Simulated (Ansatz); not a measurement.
# How BAs (F-43m) expands on warming

Wanted: α(T), C_P(T) and B(T) of BAs in the quasi-harmonic approximation.

What experiment has found for this phase:
- volume expansion coefficient 11.55 1e-6/K near room temperature (given in “Basic Physical Properties of Cubic Boron Arsenide (three times its linear coefficient)”, 2019, arxiv:1911.11281)
- volume expansion coefficient 10.8 1e-6/K near room temperature (given in “Thermal expansion coefficients of high thermal conducting BAs and BP materials (three times its linear coefficient)”, 2019, arxiv:1906.04101)

Calculated with Ansatz 0.2.0; DFT LDA, scalar-relativistic, plane waves, PAW, in the first sound run; inputs show where later runs differ.

Report form: inputs, costs, results and the conclusion, without the logs.

### 1. Set-up

The structure is cubic, space group F-43m (No. 216). Conventional cell: a = 4.777 Å, b = 4.777 Å, c = 4.777 Å, α = 90.00°, β = 90.00°, γ = 90.00°. Nearest to B lie 4 As at 2.07 Å. Nearest to As lie 4 B at 2.07 Å. Farther neighbours, and contacts between anions beyond the nearest, are not listed.

### 2. Probe on a coarse mesh

Before spending time, one coarse run tells the gap and the pressure of the starting cell.

Contents of input.yaml:

```yaml
crystal:
  lattice:
    - [0.0, 2.3885, 2.3885]
    - [2.3885, 0.0, 2.3885]
    - [2.3885, 2.3885, 0.0]
  atoms:
    - { symbol: B, position: [0.0, 0.0, 0.0] }
    - { symbol: As, position: [0.25, 0.25, 0.25] }
kpoints:
  mp_grid: { grid: [6, 6, 6] }
hamiltonian:
  xc: lda
scf:
  occupations: { method: gaussian, width: 0.1 }
output:
  forces: true
  stress: true
  eigenvalues: true
```

Started as:

```console
ansatz run input.yaml --threads 4 --pin off --max-ram 16384MiB --backend cpu --events-out ev --progress --plain --runs-dir out
```

Elapsed: 0.3 s, on 4 threads of Arm Neoverse V2, shared host; peak memory 0.26 GiB; 0.7 s of CPU time.

A gap read on the k-mesh alone can miss the band edges.

Read from the output:

```yaml
pressure: -3.896 GPa
gap_on_the_k_mesh: 1.228 eV
volume_per_atom: 13.63 Å³
```

The start is under -3.9 GPa at this level and looks like an insulator or semiconductor on this mesh.

### 3. Relaxation

Phonons are second derivatives about a minimum, so cell and atoms are relaxed first, inside the symmetry of the start.

input.yaml, the sections that differ from step 2:

```yaml
kpoints:
  mp_grid: { grid: [10, 10, 10] }
scf:
  occupations: { method: gaussian, width: 0.02 }
relax:
  adjacent_minimum: "off"
  f_tol: 0.005
  max_steps: 80
  cell: { stress_tol: 0.05 }
# crystal, hamiltonian, output: as in step 2
```

It took 1.8 s on 4 threads; peak memory 0.31 GiB.

The steps of the relaxation:

| step | energy less that of the first step (eV) | largest force component (eV/Å) | pressure (GPa) | volume (Å³) |
| --- | --- | --- | --- | --- |
| 1 | 0.0000 | 0.0000 | -3.93 | 27.25 |
| 2 | -0.0092 | 0.0000 | -1.09 | 26.69 |
| 3 | -0.0100 | 0.0000 | 0.05 | 26.49 |
| 4* | -0.0095 | 0.0000 | 0.03 | 26.49 |

Relaxation steps marked * repeat the geometry before them on a plane-wave basis chosen anew for their cell, so energy and pressure can jump there.

The run keeps the 24 symmetry operations that the program found, so distortions that break them were not tested.

| conventional cell, symmetrised | before | after | change |
| --- | --- | --- | --- |
| a (Å) | 4.777 | 4.732 | -0.9 % |
| b (Å) | 4.777 | 4.732 | -0.9 % |
| c (Å) | 4.777 | 4.732 | -0.9 % |
| volume (Å³/atom) | 13.63 | 13.24 | -2.8 % |

The relaxed structure:

```
B As
1.0
     0.00000    2.36593    2.36593
     2.36593    0.00000    2.36593
     2.36593    2.36593    0.00000
B As
1 1
Direct
  0.00000 0.00000 0.00000
  0.25000 0.25000 0.25000
```

Read from the output:

```
pressure          : 0.02967 GPa
gap on the k-mesh : 1.104 eV
volume per atom   : 13.24 Å³
```

The relaxation ends with a pressure of 0.03 GPa.

### 4. Tight relaxation

The relaxation is repeated with tighter thresholds on force and stress, since phonons are sensitive to what is left.

Contents of input.yaml:

```yaml
crystal:
  lattice:
    - [0.0, 2.3659270555, 2.3659270555]
    - [2.3659270555, 0.0, 2.3659270555]
    - [2.3659270555, 2.3659270555, 0.0]
  atoms:
    - { symbol: B, position: [0.0, 0.0, 0.0] }
    - { symbol: As, position: [0.25, 0.25, 0.25] }
kpoints:
  mp_grid: { grid: [12, 12, 12] }
hamiltonian:
  xc: lda
scf:
  occupations: { method: fixed }
output:
  forces: true
  stress: true
  eigenvalues: true
relax:
  adjacent_minimum: "off"
  f_tol: 0.001
  max_steps: 60
  cell: { stress_tol: 0.01 }
```

The job ended after 1.8 s (4 threads; peak memory 0.32 GiB; 6 s of CPU time).

Little changed from the start: no atom moved by 0.005 Å and no cell edge by 0.1 %.

Numbers from this step:

| Quantity | Value |
| --- | --- |
| pressure | 0.008838 GPa |
| gap on the k-mesh | 1.110 eV |
| volume per atom | 13.25 Å³ |

The residual pressure is 0.0088 GPa, small enough for phonons.

### 5. Phonons on strained cells, functional LDA, q-mesh 2×2×2

The study relaxes the crystal at several strains, solves the phonons on some of them and minimises energy plus vibrational free energy at each temperature; the q-mesh sets how far the force constants reach.

input.yaml, the sections that differ from step 4:

```yaml
crystal:
  lattice:
    - [0.0, 2.3660417785, 2.3660417785]
    - [2.3660417785, 0.0, 2.3660417785]
    - [2.3660417785, 2.3660417785, 0.0]
  atoms:
    - { symbol: B, position: [0.0, 0.0, 0.0] }
    - { symbol: As, position: [0.25, 0.25, 0.25] }
output:
  eigenvalues: true
phonons:
  method: dfpt
  qmesh: [2, 2, 2]
  temperatures: { t_max: 800.0, t_step: 50 }
  thermal_expansion: {}
# kpoints, hamiltonian, scf: as in step 4
# relax: removed
```

Wall time 2 min (4 threads); peak memory 0.89 GiB.

Numbers from this step:

- pressure: 0.002876 GPa
- volume expansion coefficient at 298 K: 10.29 1e-6/K
- C_P at 298 K: 16.97 J/mol-atom/K
- entropy at 298 K: 16.23 J/mol-atom/K
- isothermal bulk modulus at 298 K: 142.9 GPa
- Grüneisen parameter at 298 K: 0.6989
- volume at 298 K: 13.36 Å³/atom
- principal linear expansion coefficients at 298 K: 3.431, 3.431, 3.431 1e-6/K

Strained cells of the study; zero-point energy where phonons were solved; the pressures are stresses at the typed cutoff and can carry an offset from the finite basis. Expansion cells, by row:

| cell | \|a\| (Å) | \|b\| (Å) | \|c\| (Å) | V (Å³/atom) | E - E_lowest (meV/atom) | pressure, compression positive (GPa) | gap (eV) | zero-point energy (meV/atom) |
| --- | --- | --- | --- | --- | --- | --- | --- | --- |
| 1 | 3.346 | 3.346 | 3.346 | 13.25 | 0 | -0.018 | 1.11 | - |
| 2 | 3.373 | 3.373 | 3.373 | 13.57 | 3.412 | -3.366 | 1.132 | - |
| 3 | 3.32 | 3.32 | 3.32 | 12.93 | 3.538 | 3.673 | 1.088 | - |
| 4 | 3.346 | 3.346 | 3.346 | 13.25 | 0.001 | -0.05 | 1.11 | 82.48 |
| 5 | 3.363 | 3.363 | 3.363 | 13.45 | 1.383 | -2.182 | 1.124 | 81.18 |
| 6 | 3.354 | 3.354 | 3.354 | 13.35 | 0.339 | -1.104 | 1.117 | 81.85 |
| 7 | 3.371 | 3.371 | 3.371 | 13.54 | 2.913 | -3.121 | 1.13 | 80.59 |
| 8 | 3.313 | 3.313 | 3.313 | 12.86 | 5.485 | 4.623 | 1.082 | - |
| 9 | 3.33 | 3.33 | 3.33 | 13.05 | 1.339 | 2.217 | 1.096 | - |
| 10 | 3.383 | 3.383 | 3.383 | 13.69 | 6.463 | -4.555 | 1.14 | - |

Quasi-harmonic; a, b, c are the run's own cell vectors. Expansion, by row:

| T (K) | a (Å) | b (Å) | c (Å) | alpha (deg) | beta (deg) | gamma (deg) | cell volume (Å³/cell) | alpha_a (1e-6/K) | alpha_b (1e-6/K) | alpha_c (1e-6/K) | alpha_V (1e-6/K) | C_P (J/mol-atom/K) | C_V (J/mol-atom/K) | S (J/mol-atom/K) | B_T (GPa) | B_S (GPa) | Grueneisen | extrapolation | fit error (1e-6/K) |
| --- | --- | --- | --- | --- | --- | --- | --- | --- | --- | --- | --- | --- | --- | --- | --- | --- | --- | --- | --- |
| 0 | 3.354 | 3.354 | 3.354 | 60 | 60 | 60 | 26.68 | 0 | 0 | 0 | 0 | 0 | 0 | 0 | 144.4 | 144.4 | - | 0 | 0 |
| 50 | 3.354 | 3.354 | 3.354 | 60 | 60 | 60 | 26.68 | 0.13 | 0.13 | 0.13 | 0.39 | 2.12 | 2.12 | 0.758 | 144.3 | 144.3 | 0.213 | 0 | 0 |
| 100 | 3.354 | 3.354 | 3.354 | 60 | 60 | 60 | 26.68 | 0.69 | 0.69 | 0.69 | 2.07 | 6.699 | 6.698 | 3.71 | 144.2 | 144.2 | 0.358 | 0 | 0 |
| 150 | 3.354 | 3.354 | 3.354 | 60 | 60 | 60 | 26.69 | 1.35 | 1.35 | 1.35 | 4.06 | 9.936 | 9.933 | 7.065 | 144 | 144.1 | 0.473 | 0 | 0 |
| 200 | 3.355 | 3.355 | 3.355 | 60 | 60 | 60 | 26.7 | 2.1 | 2.1 | 2.1 | 6.31 | 12.7 | 12.69 | 10.31 | 143.7 | 143.8 | 0.575 | 0 | 0.01 |
| 250 | 3.355 | 3.355 | 3.355 | 60 | 60 | 60 | 26.7 | 2.83 | 2.83 | 2.83 | 8.49 | 15.09 | 15.07 | 13.41 | 143.4 | 143.6 | 0.65 | 0 | 0.01 |
| 298.1 | 3.356 | 3.356 | 3.356 | 60 | 60 | 60 | 26.72 | 3.43 | 3.43 | 3.43 | 10.29 | 16.97 | 16.93 | 16.23 | 142.9 | 143.2 | 0.699 | 0 | 0.01 |
| 300 | 3.356 | 3.356 | 3.356 | 60 | 60 | 60 | 26.72 | 3.45 | 3.45 | 3.45 | 10.35 | 17.04 | 17 | 16.34 | 142.9 | 143.2 | 0.7 | 0 | 0.01 |
| 350 | 3.356 | 3.356 | 3.356 | 60 | 60 | 60 | 26.73 | 3.95 | 3.95 | 3.95 | 11.86 | 18.56 | 18.51 | 19.08 | 142.4 | 142.9 | 0.735 | 0 | 0.01 |
| 400 | 3.357 | 3.357 | 3.357 | 60 | 60 | 60 | 26.75 | 4.35 | 4.35 | 4.35 | 13.05 | 19.75 | 19.67 | 21.64 | 141.9 | 142.5 | 0.759 | 0 | 0.01 |
| 450 | 3.358 | 3.358 | 3.358 | 60 | 60 | 60 | 26.77 | 4.67 | 4.67 | 4.67 | 14.01 | 20.68 | 20.57 | 24.02 | 141.4 | 142.1 | 0.776 | 0 | 0.01 |
| 500 | 3.358 | 3.358 | 3.358 | 60 | 60 | 60 | 26.79 | 4.92 | 4.92 | 4.92 | 14.77 | 21.4 | 21.28 | 26.24 | 140.9 | 141.7 | 0.789 | 0 | 0.01 |
| 550 | 3.359 | 3.359 | 3.359 | 60 | 60 | 60 | 26.81 | 5.13 | 5.13 | 5.13 | 15.4 | 21.98 | 21.84 | 28.31 | 140.3 | 141.3 | 0.799 | 0 | 0.01 |
| 600 | 3.36 | 3.36 | 3.36 | 60 | 60 | 60 | 26.83 | 5.3 | 5.3 | 5.3 | 15.91 | 22.45 | 22.28 | 30.24 | 139.8 | 140.9 | 0.807 | 0 | 0.01 |
| 650 | 3.361 | 3.361 | 3.361 | 60 | 60 | 60 | 26.85 | 5.45 | 5.45 | 5.45 | 16.35 | 22.84 | 22.64 | 32.06 | 139.2 | 140.4 | 0.813 | 0 | 0.01 |
| 700 | 3.362 | 3.362 | 3.362 | 60 | 60 | 60 | 26.87 | 5.57 | 5.57 | 5.57 | 16.72 | 23.15 | 22.93 | 33.76 | 138.7 | 140 | 0.818 | 0 | 0.01 |
| 750 | 3.363 | 3.363 | 3.363 | 60 | 60 | 60 | 26.89 | 5.68 | 5.68 | 5.68 | 17.05 | 23.42 | 23.18 | 35.37 | 138.1 | 139.6 | 0.823 | 0 | 0.02 |
| 800 | 3.364 | 3.364 | 3.364 | 60 | 60 | 60 | 26.92 | 5.78 | 5.78 | 5.78 | 17.33 | 23.65 | 23.38 | 36.89 | 137.5 | 139.1 | 0.827 | 0 | 0.03 |

The expansion coefficient by temperature; values in 1e-6/K:

| temperature (K) | volume | principal 1 |
| --- | --- | --- |
| 0 | 0 | 0 |
| 50 | 0.39 | 0.13 |
| 100 | 2.07 | 0.69 |
| 150 | 4.06 | 1.35 |
| 200 | 6.31 | 2.1 |
| 250 | 8.49 | 2.83 |
| 298 | 10.3 | 3.43 |
| 300 | 10.3 | 3.45 |
| 350 | 11.9 | 3.95 |
| 400 | 13.1 | 4.35 |
| 450 | 14.0 | 4.67 |
| 500 | 14.8 | 4.92 |
| 550 | 15.4 | 5.13 |
| 600 | 15.9 | 5.3 |
| 650 | 16.4 | 5.45 |
| 700 | 16.7 | 5.57 |
| 750 | 17.1 | 5.68 |
| 800 | 17.3 | 5.78 |

At 298 K the volume expansion is 10.3 × 10⁻⁶/K and B_T is 143 GPa. The log warns that this q-mesh is too narrow, so the figure can be far off. The program raised the cutoff to 487.2 eV by itself: with no cutoff typed, the study takes about 1.16 times the default for its relaxations and scales it with the volume for the phonons.

### 6. The quasi-harmonic study, q-mesh 4×4×4

input.yaml: that of step 5 with these lines changed.

```diff
@@ -18,3 +18,3 @@
   method: dfpt
-  qmesh: [2, 2, 2]
+  qmesh: [4, 4, 4]
   temperatures: { t_max: 800.0, t_step: 50 }
```

It took 11 min on 4 threads; peak memory 2 GiB.

Numbers from this step:

| Quantity | Value |
| --- | --- |
| volume expansion coefficient at 298 K | 11.89 1e-6/K |
| C_P at 298 K | 17.06 J/mol-atom/K |
| entropy at 298 K | 15.69 J/mol-atom/K |
| isothermal bulk modulus at 298 K | 142.8 GPa |
| Grüneisen parameter at 298 K | 0.8040 |
| volume at 298 K | 13.37 Å³/atom |
| principal linear expansion coefficients at 298 K | 3.965, 3.965, 3.965 1e-6/K |

Strained cells of the study; zero-point energy where phonons were solved; the pressures are stresses at the typed cutoff and can carry an offset from the finite basis. Expansion cells, by row:

| cell | \|a\| (Å) | \|b\| (Å) | \|c\| (Å) | V (Å³/atom) | E - E_lowest (meV/atom) | pressure, compression positive (GPa) | gap (eV) | zero-point energy (meV/atom) |
| --- | --- | --- | --- | --- | --- | --- | --- | --- |
| 1 | 3.346 | 3.346 | 3.346 | 13.25 | 0 | -0.018 | 1.11 | - |
| 2 | 3.373 | 3.373 | 3.373 | 13.57 | 3.412 | -3.366 | 1.132 | - |
| 3 | 3.32 | 3.32 | 3.32 | 12.93 | 3.538 | 3.673 | 1.088 | - |
| 4 | 3.346 | 3.346 | 3.346 | 13.25 | 0.001 | -0.05 | 1.11 | 82.35 |
| 5 | 3.363 | 3.363 | 3.363 | 13.45 | 1.383 | -2.182 | 1.124 | 80.99 |
| 6 | 3.355 | 3.355 | 3.355 | 13.35 | 0.406 | -1.207 | 1.118 | 81.62 |
| 7 | 3.373 | 3.373 | 3.373 | 13.57 | 3.503 | -3.409 | 1.132 | 80.17 |
| 8 | 3.313 | 3.313 | 3.313 | 12.86 | 5.485 | 4.623 | 1.082 | - |
| 9 | 3.33 | 3.33 | 3.33 | 13.05 | 1.339 | 2.217 | 1.096 | - |
| 10 | 3.387 | 3.387 | 3.387 | 13.73 | 7.773 | -4.966 | 1.143 | - |

Quasi-harmonic; a, b, c are the run's own cell vectors. Expansion, by row:

| T (K) | a (Å) | b (Å) | c (Å) | alpha (deg) | beta (deg) | gamma (deg) | cell volume (Å³/cell) | alpha_a (1e-6/K) | alpha_b (1e-6/K) | alpha_c (1e-6/K) | alpha_V (1e-6/K) | C_P (J/mol-atom/K) | C_V (J/mol-atom/K) | S (J/mol-atom/K) | B_T (GPa) | B_S (GPa) | Grueneisen | extrapolation | fit error (1e-6/K) |
| --- | --- | --- | --- | --- | --- | --- | --- | --- | --- | --- | --- | --- | --- | --- | --- | --- | --- | --- | --- |
| 0 | 3.355 | 3.355 | 3.355 | 60 | 60 | 60 | 26.69 | 0 | 0 | 0 | 0 | 0 | 0 | 0 | 144.3 | 144.3 | - | 0 | 0 |
| 50 | 3.355 | 3.355 | 3.355 | 60 | 60 | 60 | 26.69 | 0.2 | 0.2 | 0.2 | 0.61 | 1.729 | 1.729 | 0.54 | 144.3 | 144.3 | 0.411 | 0 | 0 |
| 100 | 3.355 | 3.355 | 3.355 | 60 | 60 | 60 | 26.69 | 0.95 | 0.95 | 0.95 | 2.86 | 6.418 | 6.417 | 3.23 | 144.2 | 144.2 | 0.516 | 0 | 0 |
| 150 | 3.355 | 3.355 | 3.355 | 60 | 60 | 60 | 26.7 | 1.73 | 1.73 | 1.73 | 5.18 | 9.839 | 9.834 | 6.509 | 144 | 144 | 0.61 | 0 | 0 |
| 200 | 3.355 | 3.355 | 3.355 | 60 | 60 | 60 | 26.71 | 2.55 | 2.55 | 2.55 | 7.66 | 12.71 | 12.7 | 9.742 | 143.7 | 143.8 | 0.697 | 0 | 0.01 |
| 250 | 3.356 | 3.356 | 3.356 | 60 | 60 | 60 | 26.72 | 3.33 | 3.33 | 3.33 | 10 | 15.16 | 15.13 | 12.85 | 143.3 | 143.5 | 0.762 | 0 | 0.01 |
| 298.1 | 3.356 | 3.356 | 3.356 | 60 | 60 | 60 | 26.73 | 3.97 | 3.97 | 3.97 | 11.9 | 17.06 | 17.01 | 15.69 | 142.8 | 143.2 | 0.804 | 0 | 0.01 |
| 300 | 3.356 | 3.356 | 3.356 | 60 | 60 | 60 | 26.73 | 3.99 | 3.99 | 3.99 | 11.96 | 17.12 | 17.07 | 15.79 | 142.8 | 143.2 | 0.805 | 0 | 0.01 |
| 350 | 3.357 | 3.357 | 3.357 | 60 | 60 | 60 | 26.75 | 4.51 | 4.51 | 4.51 | 13.54 | 18.66 | 18.59 | 18.55 | 142.3 | 142.9 | 0.835 | 0 | 0.01 |
| 400 | 3.358 | 3.358 | 3.358 | 60 | 60 | 60 | 26.77 | 4.93 | 4.93 | 4.93 | 14.78 | 19.85 | 19.75 | 21.13 | 141.8 | 142.5 | 0.856 | 0 | 0.01 |
| 450 | 3.359 | 3.359 | 3.359 | 60 | 60 | 60 | 26.79 | 5.26 | 5.26 | 5.26 | 15.77 | 20.77 | 20.64 | 23.52 | 141.3 | 142.1 | 0.871 | 0 | 0.01 |
| 500 | 3.36 | 3.36 | 3.36 | 60 | 60 | 60 | 26.81 | 5.52 | 5.52 | 5.52 | 16.57 | 21.5 | 21.34 | 25.75 | 140.7 | 141.7 | 0.882 | 0 | 0.01 |
| 550 | 3.361 | 3.361 | 3.361 | 60 | 60 | 60 | 26.84 | 5.74 | 5.74 | 5.74 | 17.22 | 22.08 | 21.89 | 27.82 | 140.1 | 141.3 | 0.891 | 0 | 0.01 |
| 600 | 3.362 | 3.362 | 3.362 | 60 | 60 | 60 | 26.86 | 5.92 | 5.92 | 5.92 | 17.75 | 22.54 | 22.33 | 29.77 | 139.6 | 140.9 | 0.897 | 0 | 0.01 |
| 650 | 3.363 | 3.363 | 3.363 | 60 | 60 | 60 | 26.88 | 6.07 | 6.07 | 6.07 | 18.21 | 22.93 | 22.68 | 31.59 | 139 | 140.5 | 0.903 | 0 | 0.01 |
| 700 | 3.364 | 3.364 | 3.364 | 60 | 60 | 60 | 26.91 | 6.2 | 6.2 | 6.2 | 18.6 | 23.25 | 22.98 | 33.3 | 138.4 | 140 | 0.908 | 0 | 0.01 |
| 750 | 3.365 | 3.365 | 3.365 | 60 | 60 | 60 | 26.93 | 6.31 | 6.31 | 6.31 | 18.93 | 23.52 | 23.21 | 34.91 | 137.8 | 139.6 | 0.912 | 0 | 0.02 |
| 800 | 3.366 | 3.366 | 3.366 | 60 | 60 | 60 | 26.96 | 6.41 | 6.41 | 6.41 | 19.23 | 23.74 | 23.41 | 36.44 | 137.2 | 139.2 | 0.915 | 0 | 0.03 |

Table of expansion coefficient by temperature; values in 1e-6/K:

| temperature (K) | volume | principal 1 |
| --- | --- | --- |
| 0 | 0 | 0 |
| 50 | 0.61 | 0.2 |
| 100 | 2.86 | 0.95 |
| 150 | 5.18 | 1.73 |
| 200 | 7.66 | 2.55 |
| 250 | 10 | 3.33 |
| 298 | 11.9 | 3.97 |
| 300 | 12.0 | 3.99 |
| 350 | 13.5 | 4.51 |
| 400 | 14.8 | 4.93 |
| 450 | 15.8 | 5.26 |
| 500 | 16.6 | 5.52 |
| 550 | 17.2 | 5.74 |
| 600 | 17.8 | 5.92 |
| 650 | 18.2 | 6.07 |
| 700 | 18.6 | 6.2 |
| 750 | 18.9 | 6.31 |
| 800 | 19.2 | 6.41 |

Changing the q-mesh (2×2×2 → 4×4×4) takes the volume expansion at 298 K from 10.3 to 11.9 × 10⁻⁶/K and B_T from 143 to 143 GPa.

(Continued in part 2 of 2.)

[Long decimals in the printed logs are rounded to 6 places.]

[Logs are printed without paths, hosts, clocks, repeated set-up lines and the standing remarks that a program may print on its own settings, such as how far it seeks lower states.]

[Hosts, paths, dates, database ids (printed as entryN), source tags and the programs' standing remarks are cut or masked in the printed files.]

[Where the starting crystal was built by hand or by swapping elements, it need not be the compound's stable phase.]

[A step with changed settings may run another functional than the one named; its input shows which.]

[Pressures of single members of a volume series are the stress at the run's cutoff; with an incomplete basis they can lie off −dE/dV of the same runs, and they are not shown converged.]
